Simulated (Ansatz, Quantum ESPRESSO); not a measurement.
# YNb (Pm-3m): from the cell to the phonon bands, part 2 of 2

How does YNb (Pm-3m) vibrate, and is this structure a minimum?

Quantum ESPRESSO 7.5; DFT LDA, scalar-relativistic, plane waves, GBRV ultrasoft pseudopotentials.

So far. Step 7 (Dispersion): The path dips to 121i cm⁻¹. Step 9 (Zone-centre analysis): The rule moves no optical mode by more than 0.1 cm⁻¹. The relaxed cell has a = 3.514 Å (conventional setting).

The structure was built from a prototype and need not be the compound's stable phase.

### 12. The dispersion under another sum rule (asr simple)

The sum rule corrects the force constants themselves, so it can shift branches at any wavevector, low ones most.

Contents of matdyn.in:

```
&input
   asr = 'simple'
   flfrc = 'x.fc'
   flfrq = 'x.freq'
   flvec = 'x.modes'
   q_in_band_form = .true.
   q_in_cryst_coord = .true.
/
8
  0.0000000   0.0000000   0.0000000   8  ! GAMMA
  0.0000000   0.5000000   0.0000000   8  ! X
  0.5000000   0.5000000   0.0000000   8  ! M
  0.0000000   0.0000000   0.0000000   8  ! GAMMA
  0.5000000   0.5000000   0.5000000   8  ! R
  0.0000000   0.5000000   0.0000000   1  ! X
  0.5000000   0.5000000   0.5000000   8  ! R
  0.5000000   0.5000000   0.0000000   1  ! M
```

On the command line:

```
$ matdyn.x -in matdyn.in > matdyn.out
```

Run time: 0.58 s. Hardware: 1 thread of Intel Xeon Platinum 8488C (Sapphire Rapids), shared host.

Numbers from this step:

```
lowest frequency on the path : -120.6 cm⁻¹
```

At the labelled points the branches move by no more than 0.5 cm⁻¹.

### 13. A changed mass

Force constants don't depend on the masses, so an isotope effect costs no new response.

Contents of matdyn.in:

```
&input
   asr = 'crystal'
   flfrc = 'x.fc'
   flfrq = 'x.freq'
   flvec = 'x.modes'
   q_in_band_form = .true.
   q_in_cryst_coord = .true.
   amass(1) = 92.906
   amass(2) = 177.812
/
8
  0.0000000   0.0000000   0.0000000   8  ! GAMMA
  0.0000000   0.5000000   0.0000000   8  ! X
  0.5000000   0.5000000   0.0000000   8  ! M
  0.0000000   0.0000000   0.0000000   8  ! GAMMA
  0.5000000   0.5000000   0.5000000   8  ! R
  0.0000000   0.5000000   0.0000000   1  ! X
  0.5000000   0.5000000   0.5000000   8  ! R
  0.5000000   0.5000000   0.0000000   1  ! M
```

On the command line:

```
$ matdyn.x -in matdyn.in > matdyn.out
```

The job ended after 0.58 s (1 thread).

Read from the output:

- lowest frequency on the path: -117.2 cm⁻¹

Matdyn.x, sum rule crystal. Phonon branches along the path, in cm⁻¹:

```
    point  branch 1  branch 2  branch 3  branch 4  branch 5  branch 6
        Γ         0         0         0       160       160       160
  halfway       -25        40        40       132       141       141
        X       -74        81        81       103       103       116
  halfway      -100       -49        75       104       113       121
        M      -117      -117        68       119       119       122
  halfway       -66        46        55       103       130       131
        Γ         0         0         0       160       160       160
  halfway       -53       -53        36        96       116       116
        R      -115      -115      -115        96        96        96
  halfway      -109       -45        18        90        98       118
        X       -74        81        81       103       103       116
jump to R      -115      -115      -115        96        96        96
  halfway      -116      -116        30        84       108       108
        M      -117      -117        68       119       119       122
```

The top of the path falls from 185 to 160 cm⁻¹, a ratio of 0.86; a mode of that atom alone would give 0.71.

### 14. Cross-check with Ansatz

The same cell goes through another code, with its own cutoff. The potentials differ. Its k mesh is centred on Γ.

This step: DFT LDA, scalar-relativistic, plane waves, PseudoDojo norm-conserving pseudopotentials (Ansatz 0.2.0).

Contents of input.yaml:

```yaml
crystal:
  lattice:
    - [3.513828339, 0.0, 0.0]
    - [0.0, 3.513828339, 0.0]
    - [0.0, 0.0, 3.513828339]
  atoms:
    - { symbol: Nb, position: [0.0, 0.0, 0.0] }
    - { symbol: "Y", position: [0.5, 0.5, 0.5] }
kpoints:
  mp_grid: { grid: [10, 10, 10] }
hamiltonian:
  xc: lda
  pseudopotentials: { kind: nc, accuracy: standard }
scf:
  occupations: { method: gaussian, width: 0.27211 }
output:
  eigenvalues: true
phonons:
  method: dfpt
  qmesh: [2, 2, 2]
  temperatures: { t_max: 1000, t_step: 50 }
  qpath:
    path:
      - [[0.0, 0.0, 0.0], [0.0, 0.5, 0.0], [0.5, 0.5, 0.0], [0.0, 0.0, 0.0], [0.5, 0.5, 0.5], [0.0, 0.5, 0.0]]
      - [[0.5, 0.5, 0.5], [0.5, 0.5, 0.0]]
    npoints: 12
```

On the command line:

```
$ ansatz run input.yaml --threads 4 --pin off --max-ram 8192MiB --backend cpu --events-out ev --progress --plain --runs-dir out
```

It took 54 s on 4 threads; peak memory 1.5 GiB; 3.5 min of CPU time.

This step gave:

| Property | Result |
| --- | --- |
| sum-rule residual before enforcement | 1.49e-4 eV/Å² |
| lowest frequency on the path | -120.4 cm⁻¹ |
| share of modes beyond 3i cm⁻¹ on the dense interpolated mesh | 0.2849 |
| highest optical zone-centre mode (no LO-TO term) | 185.4 cm⁻¹ |
| lowest optical zone-centre mode | 185.4 cm⁻¹ |
| lowest mode on the q mesh (acoustic ones at the zone centre apart) | -120.4 cm⁻¹ |

### 15. The two compared: QE GBRV and Ansatz, PseudoDojo

Worked out from the results:

```yaml
root_mean_square_difference: 0.31 cm⁻¹
largest_difference: 0.79 cm⁻¹
root_mean_square_difference_on_the_path: 0.3 cm⁻¹
largest_difference_on_the_path: 1.9 cm⁻¹
```

The 12 of 21 modes that differ most. Frequencies side by side:

```
q (reciprocal lattice)  mode  QE GBRV (cm⁻¹)  Ansatz, PseudoDojo (cm⁻¹)
                 0 0 0     4           185.2                      185.4
                 0 0 0     5           185.2                      185.4
                 0 0 0     6           185.2                      185.4
              0 0 -0.5     1           -74.1                     -73.31
              0 0 -0.5     2           103.3                      103.5
              0 0 -0.5     3           103.3                      103.5
           0 -0.5 -0.5     1          -120.8                     -120.4
           0 -0.5 -0.5     2          -120.8                     -120.4
           0 -0.5 -0.5     3           96.48                      96.88
        -0.5 -0.5 -0.5     1          -114.9                     -114.4
        -0.5 -0.5 -0.5     2          -114.9                     -114.4
        -0.5 -0.5 -0.5     3          -114.9                     -114.4
```

At the solved wavevectors the largest difference (acoustic modes at Γ apart) is 0.4 % of the highest mode.

### 16. Outcome

| Quantity | Value |
| --- | --- |
| space group after relaxation | Pm-3m |
| volume per atom | 21.7 Å³ |
| highest optical zone-centre mode (no LO-TO term) | 185.3 cm⁻¹ |
| q mesh | 2×2×2 |
| lowest mode on the q mesh (acoustic ones at the zone centre apart) | -120.8 cm⁻¹ |
| imaginary modes on the q mesh | yes |
| largest difference from Ansatz, PseudoDojo | 0.79 cm⁻¹ |

**Reading.** YNb (Pm-3m) is unstable: a mode solved on the 2×2×2 mesh is imaginary, 121i cm⁻¹; its spectrum reaches 185 cm⁻¹. At the LDA level the optical modes of YNb (Pm-3m) at the zone centre lie at 185 cm⁻¹. The most unstable solved mode lies at q = (0, -0.5, -0.5), on the zone boundary, so the distortion that it points to doubles the cell. QE GBRV and Ansatz, PseudoDojo agree to 0.79 cm⁻¹ (0.4 % of the highest mode compared) on all solved modes but the acoustic ones at Γ, without the LO-TO term. These are harmonic frequencies at zero temperature: anharmonic shifts and linewidths and thermal expansion are left out. In a metal the frequencies hang on the k mesh and the smearing, most of all near Kohn anomalies. The LDA runs differ in the fit of the correlation energy, Perdew-Zunger in some and Perdew-Wang in others. The q mesh stands for a supercell only 7.0 Å across, so branches between the solved wavevectors are rough. The structure is a hypothetical one, built on a prototype.

[Host names and launcher messages were left out of these logs when they were recorded.]

[Logs are printed without paths, hosts, clocks, repeated set-up lines and the standing remarks that a program may print on its own settings, such as how far it seeks lower states.]

[Hosts, paths, dates, database ids (printed as entryN), source tags and the programs' standing remarks are cut or masked in the printed files.]
